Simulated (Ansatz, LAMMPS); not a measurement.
## Neighbourhoods of single atoms in glassy 54SiO2-34B2O3-6CaO-6Na2O (mol %) (127 atoms)

Density of this cell: 2.40 g/cm³. The cell holds 127 atoms: 19 Si, 24 B, 2 Ca, 4 Na and 78 O. Cell: a = 11.532 Å, b = 11.532 Å, c = 11.532 Å, α = 90.0°, β = 90.0°, γ = 90.0°. 127 atoms (19 Si, 24 B, 2 Ca, 4 Na, 78 O) placed at random at 2.17 g/cm³, melted at 3000 K for 20 ps at fixed volume with the Buckingham and Coulomb pair potential of Guillot and Sator (Geochim. Cosmochim. Acta 71, 1249 (2007)) with the boron terms of Wang et al. (J. Non-Cryst. Solids 498, 294 (2018)). Quenched from 3000 K to 300 K at 50 K/ps and fixed volume, held 10 ps at zero pressure, then minimised at fixed cell.

Computed with Ansatz 0.2.0: Kohn-Sham DFT, PBE, PAW (set soft_2), plane waves; cutoff 420 eV, Γ point, fixed occupations. Geometry: the geometry as built.

The whole cell was solved; only parts of it are printed.

A closer look about Si7, which bears the longest force: 49 atoms, nearest first, numbered in the order of the input, with positions taken from that point.

```csv
atom,x,y,z,distance (Å),bonds,Löwdin charge (e),Fx,Fy,Fz (eV/Å)
Si7,0.00,0.00,0.00,0.00,4,1.75,0.78,-2.49,3.39
O76,-0.55,-0.20,1.50,1.61,2,-0.63,0.29,-0.61,-1.94
O69,-0.69,-0.90,-1.16,1.62,2,-0.77,-0.48,0.43,-0.50
O119,1.60,-0.23,0.06,1.62,2,-0.79,0.19,0.27,-0.82
O59,-0.15,1.61,-0.46,1.68,3,-0.71,-0.50,0.53,-0.82
O57,-2.63,1.09,-0.03,2.85,2,-0.57,0.63,-0.07,-0.51
Si10,-0.49,-2.53,-1.30,2.88,4,1.77,2.10,0.56,1.83
Si6,-1.73,2.31,-0.60,2.95,4,1.77,-2.61,-0.06,1.44
O100,-0.25,-2.93,0.28,2.95,2,-0.59,-0.24,-0.47,0.61
B41,-0.72,0.20,2.90,2.99,4,0.58,-0.75,3.03,0.52
Si2,1.08,2.70,-0.78,3.01,4,1.79,2.44,1.40,-0.42
Si3,3.12,0.06,0.63,3.18,4,1.80,-1.34,-0.45,0.62
B29,0.09,-2.88,1.63,3.31,3,0.67,1.79,0.23,-0.82
O103,2.27,1.91,-1.52,3.33,2,-0.58,0.04,-0.40,-0.51
O126,1.37,-2.46,2.01,3.46,2,-0.38,-0.75,-0.18,0.12
O117,-0.92,1.68,2.94,3.51,2,-0.55,0.87,0.60,0.05
O101,0.82,-2.83,-2.19,3.67,3,-0.65,-1.55,-0.30,-0.52
O115,3.07,1.58,1.25,3.67,2,-0.58,0.61,0.26,0.24
O79,1.59,3.31,0.62,3.72,2,-0.58,-0.04,0.38,0.48
O78,0.42,-0.15,3.72,3.74,2,-0.63,1.24,-0.83,0.70
O83,-1.99,2.42,-2.19,3.83,3,-0.79,0.31,0.81,-0.31
B36,-3.82,0.54,0.45,3.89,3,0.69,0.12,1.36,1.40
O109,3.30,-1.01,1.85,3.92,2,-0.58,0.16,-0.71,0.74
B42,2.36,2.72,1.63,3.95,3,0.70,-0.72,-1.81,1.03
O96,-1.97,-0.39,3.41,3.96,3,-0.69,-0.54,-1.76,0.75
O74,-1.40,3.70,0.17,3.96,2,-0.57,0.44,0.02,-1.22
O116,-0.93,0.69,-3.89,4.06,3,-0.63,0.53,1.26,0.40
O77,-3.83,-0.41,1.47,4.12,2,-0.60,-0.65,-0.38,-1.56
B43,2.72,-2.19,2.27,4.16,3,0.67,-1.03,-0.28,-1.58
O82,0.50,3.74,-1.87,4.21,3,-0.61,-0.46,-0.76,-0.09
O97,2.90,-1.68,-2.56,4.22,2,-0.43,0.44,0.70,0.24
O61,-1.77,-3.33,-1.92,4.23,3,-0.79,0.25,-0.13,-0.68
O95,4.24,-0.26,-0.49,4.28,2,-0.56,0.66,-0.05,-0.63
Si14,-2.32,1.39,-3.41,4.35,4,1.76,-0.71,-1.50,-1.37
O55,-0.74,-3.48,2.58,4.39,2,-0.60,-0.39,0.13,0.53
B38,2.26,-2.97,-2.35,4.41,4,0.58,-0.24,0.86,-0.05
B27,2.98,1.89,-2.71,4.45,3,0.67,-0.11,-0.94,-0.35
O56,-3.39,0.29,-2.88,4.46,2,-0.78,0.05,0.19,0.44
Si19,-3.40,0.20,2.93,4.49,4,1.75,1.07,2.43,0.19
O90,-3.25,1.80,2.54,4.50,2,-0.68,-0.82,-0.40,-0.05
B28,-0.29,-0.40,-4.49,4.52,3,0.61,-1.02,-2.60,-1.29
B30,-2.11,2.53,3.16,4.56,4,0.57,0.43,-2.54,-0.91
O73,3.36,0.66,-3.24,4.71,2,-0.37,0.18,0.73,0.04
B20,-1.29,4.38,1.37,4.77,3,0.64,-1.34,-1.38,2.84
O127,2.18,3.09,2.95,4.80,2,-0.37,0.21,0.60,-0.53
O123,2.87,-3.66,-1.20,4.81,3,-0.68,0.48,0.33,-0.07
B24,3.35,-0.71,-3.47,4.87,3,0.64,-1.50,-1.41,-0.24
O122,-0.90,-1.64,-4.52,4.89,3,-0.79,0.71,0.44,-0.04
O113,-1.90,3.80,2.49,4.92,2,-0.43,0.73,1.70,-0.64
```

Local excerpt of 34 atoms (numbers count through the whole input) about Ca45, one of the 2 Ca atoms; x, y, z are measured from there.

```csv
atom,x,y,z,distance (Å),bonds,Löwdin charge (e),Fx,Fy,Fz (eV/Å)
Ca45,0.00,0.00,0.00,0.00,8,1.82,0.06,-0.21,0.24
O112,2.36,0.38,-0.03,2.39,3,-0.71,-0.64,-0.38,0.35
O68,-2.30,0.50,-0.80,2.49,3,-0.49,0.26,-1.54,-2.06
O92,0.32,-2.48,-0.21,2.51,3,-0.70,0.33,0.57,-0.88
O123,-1.95,0.70,1.53,2.58,3,-0.68,0.48,0.33,-0.07
O84,1.25,0.65,-2.16,2.58,4,-0.70,-1.20,-1.08,-0.15
O107,-1.20,-1.79,1.48,2.61,3,-0.68,-0.36,0.56,-0.08
O62,-1.49,-1.55,-1.73,2.76,3,-0.62,-0.24,0.63,-0.33
B32,0.07,-2.46,1.24,2.76,4,0.56,0.49,-1.01,1.25
O70,1.16,-1.68,1.90,2.79,3,-0.68,0.13,1.18,-0.31
B38,-2.56,1.40,0.38,2.94,4,0.58,-0.24,0.86,-0.05
B21,-2.38,-0.47,-1.79,3.01,3,0.60,0.29,0.12,1.88
B34,2.52,0.88,-1.41,3.02,4,0.53,1.96,0.96,-0.53
Si18,-2.36,-0.78,2.08,3.24,4,1.74,0.71,-0.73,-0.67
O97,-1.92,2.69,0.17,3.31,2,-0.43,0.44,0.70,0.24
Si16,-0.74,-2.98,-1.37,3.36,4,1.73,0.99,-1.35,-0.66
O71,0.92,2.24,2.51,3.49,2,-0.40,-0.21,-0.11,0.46
O85,0.98,3.46,0.46,3.62,2,-0.59,-0.63,0.30,0.78
O88,-1.12,1.14,-3.29,3.66,2,-0.60,-0.07,-0.41,-0.40
Si8,3.54,0.28,1.09,3.72,4,1.77,-1.86,0.61,0.99
B26,0.42,3.29,1.73,3.75,3,0.67,0.56,-0.25,0.72
Si9,0.52,1.14,-3.53,3.75,4,1.76,-0.32,1.67,0.24
O54,2.70,2.32,-1.29,3.79,2,-0.66,0.22,0.45,0.19
B40,1.75,1.32,3.16,3.85,3,0.68,-0.73,-0.29,-0.71
O60,2.89,0.89,2.47,3.90,2,-0.59,0.03,0.18,0.67
O86,-1.16,3.16,-2.00,3.91,2,-0.41,-0.11,0.39,0.13
B24,-1.47,3.65,-0.73,4.01,3,0.64,-1.50,-1.41,-0.24
Si17,2.70,-2.10,2.31,4.12,4,1.74,-1.95,-0.50,1.29
O50,3.63,0.21,-2.04,4.17,5,-0.88,0.88,-0.63,-0.42
O99,3.73,-1.33,1.31,4.17,3,-0.79,1.03,-0.23,-0.65
O105,-3.78,-1.20,1.40,4.20,2,-0.60,-0.44,-0.08,0.23
O67,0.10,-3.84,1.75,4.22,2,-0.64,-0.34,-1.38,0.12
B25,-1.46,2.49,-3.19,4.31,3,0.65,-0.32,1.53,1.39
O101,-3.99,1.54,0.55,4.31,3,-0.65,-1.55,-0.30,-0.52
```

The surroundings of O50, whose charge lies farthest from its element's mean, nearest first, numbered as they follow in the input and with coordinates relative to it.

```csv
atom,x,y,z,distance (Å),bonds,Löwdin charge (e),Fx,Fy,Fz (eV/Å)
O50,0.00,0.00,0.00,0.00,5,-0.88,0.88,-0.63,-0.42
B34,-1.11,0.67,0.63,1.44,4,0.53,1.96,0.96,-0.53
O112,-1.27,0.17,2.01,2.38,3,-0.71,-0.64,-0.38,0.35
O84,-2.38,0.44,-0.12,2.42,4,-0.70,-1.20,-1.08,-0.15
O54,-0.93,2.12,0.74,2.43,2,-0.66,0.22,0.45,0.19
Ca44,2.37,0.24,0.59,2.46,6,1.77,-0.19,0.71,0.33
Na48,-1.13,-1.65,-1.45,2.47,5,0.82,-0.17,0.04,-0.41
Na49,0.87,1.84,-1.72,2.67,3,0.81,-0.07,0.83,0.12
Na46,0.42,-2.58,1.07,2.82,5,0.81,0.21,-0.02,0.46
Si8,-0.09,0.08,3.13,3.13,4,1.77,-1.86,0.61,0.99
O61,1.32,0.83,2.85,3.25,3,-0.79,0.25,-0.13,-0.68
O122,2.19,2.52,0.26,3.35,3,-0.79,0.71,0.44,-0.04
Si9,-3.11,0.94,-1.49,3.57,4,1.76,-0.32,1.67,0.24
O108,2.69,-1.86,1.52,3.61,3,-0.78,0.28,-0.62,1.05
O99,0.10,-1.54,3.35,3.69,3,-0.79,1.03,-0.23,-0.65
O125,0.33,-1.05,-3.59,3.76,3,-0.61,-0.57,0.40,1.05
O114,-2.63,0.08,-2.78,3.82,3,-0.60,0.72,-0.42,-0.01
Si5,-1.52,3.51,1.34,4.05,4,1.76,0.25,-0.96,-1.55
O118,2.79,-1.42,-2.58,4.06,2,-0.79,-0.19,0.16,1.40
Ca45,-3.63,-0.21,2.04,4.17,8,1.82,0.06,-0.21,0.24
O106,-2.98,2.55,-1.77,4.30,2,-0.76,0.02,-0.14,-0.50
Si11,1.94,-0.85,-3.84,4.38,4,1.80,0.57,-1.02,-1.94
```

A closer look about O121, picked at random: 24 atoms, nearest first, numbered in the order of the input, with positions taken from that point.

```csv
atom,x,y,z,distance (Å),bonds,Löwdin charge (e),Fx,Fy,Fz (eV/Å)
O121,0.00,0.00,0.00,0.00,2,-0.78,-0.09,-0.28,0.21
Si12,0.89,0.50,-1.24,1.61,4,1.80,-0.05,1.00,-0.42
Si1,-1.07,-0.47,1.14,1.63,4,1.80,0.98,0.07,-2.03
O118,-2.55,-0.16,0.53,2.61,2,-0.79,-0.19,0.16,1.40
O110,-0.78,-2.06,1.41,2.62,3,-0.61,-0.23,-0.32,0.84
O72,1.22,2.11,-1.05,2.65,2,-0.58,-0.28,0.88,0.11
O51,-0.88,0.47,2.47,2.67,3,-0.62,-0.63,0.26,0.04
O81,0.20,0.27,-2.68,2.70,2,-0.77,-0.46,-0.37,0.27
O64,2.44,-0.02,-1.29,2.76,2,-0.58,0.19,0.24,0.32
O127,-0.08,-3.02,-0.69,3.10,2,-0.37,0.21,0.60,-0.53
O88,1.44,2.19,1.86,3.21,2,-0.60,-0.07,-0.41,-0.40
B31,-0.34,-3.17,0.68,3.26,3,0.70,-0.16,-1.80,-2.25
B21,0.18,0.58,3.36,3.42,3,0.60,0.29,0.12,1.88
O126,-0.89,2.96,-1.64,3.50,2,-0.38,-0.75,-0.18,0.12
Si11,-3.40,0.41,-0.73,3.51,4,1.80,0.57,-1.02,-1.94
B43,0.46,3.23,-1.38,3.54,3,0.67,-1.03,-0.28,-1.58
B35,3.31,1.04,-1.00,3.61,3,0.67,-0.24,0.86,-1.29
O62,1.07,-0.50,3.42,3.62,3,-0.62,-0.24,0.63,-0.33
O58,-2.99,-0.47,-2.07,3.67,2,-0.59,-0.03,-0.38,-0.83
O55,-2.99,1.95,-1.06,3.73,2,-0.60,-0.39,0.13,0.53
O114,3.56,1.34,0.34,3.82,3,-0.60,0.72,-0.42,-0.01
B29,-2.17,2.54,-2.01,3.90,3,0.67,1.79,0.23,-0.82
B42,0.11,-3.39,-2.02,3.94,3,0.70,-0.72,-1.81,1.03
O80,2.82,-2.79,0.14,3.97,2,-0.44,0.48,0.80,-1.40
```

Length of the force by element and coordination:

```csv
element,coordination,atoms,mean length of the force (eV/Å),spread,least,most
B,all,24,2.11,0.749,0.898,3.52
Ca,all,2,0.568,0.242,0.327,0.810
Na,all,4,0.507,0.216,0.239,0.84
O,all,78,1.07,0.521,0.362,2.80
Si,all,19,2.23,0.757,1.08,4.28
```

Löwdin charges by element and coordination (they lack the spilled electrons, 0.058 e an atom on average):

```csv
element,coordination,atoms,mean charge (e),spread,least,most
B,all,24,0.63,0.0501,0.527,0.700
Ca,all,2,1.80,0.0236,1.77,1.82
Na,all,4,0.824,0.0154,0.809,0.849
O,all,78,-0.619,0.12,-0.881,-0.359
Si,all,19,1.77,0.021,1.73,1.80
```

The quench rate of 50 K/ps is many orders above laboratory rates, so the cell is likely richer in defects and strain than a real sample. The network of bonds at the start is that of the classical potential that made the cell, and needn't be the one that DFT or experiment would give. Only the Γ point is sampled, in a cell whose shortest periodic width is 12 Å. The Löwdin charges lack the electrons that the projection spills, 0.058 e an atom on average.

[Long decimals in the printed logs are rounded to 6 places.]

[Logs are printed without paths, hosts, clocks, repeated set-up lines and the standing remarks that a program may print on its own settings, such as how far it seeks lower states.]

[Hosts, paths, dates, database ids (printed as entryN), source tags and the programs' standing remarks are cut or masked in the printed files.]
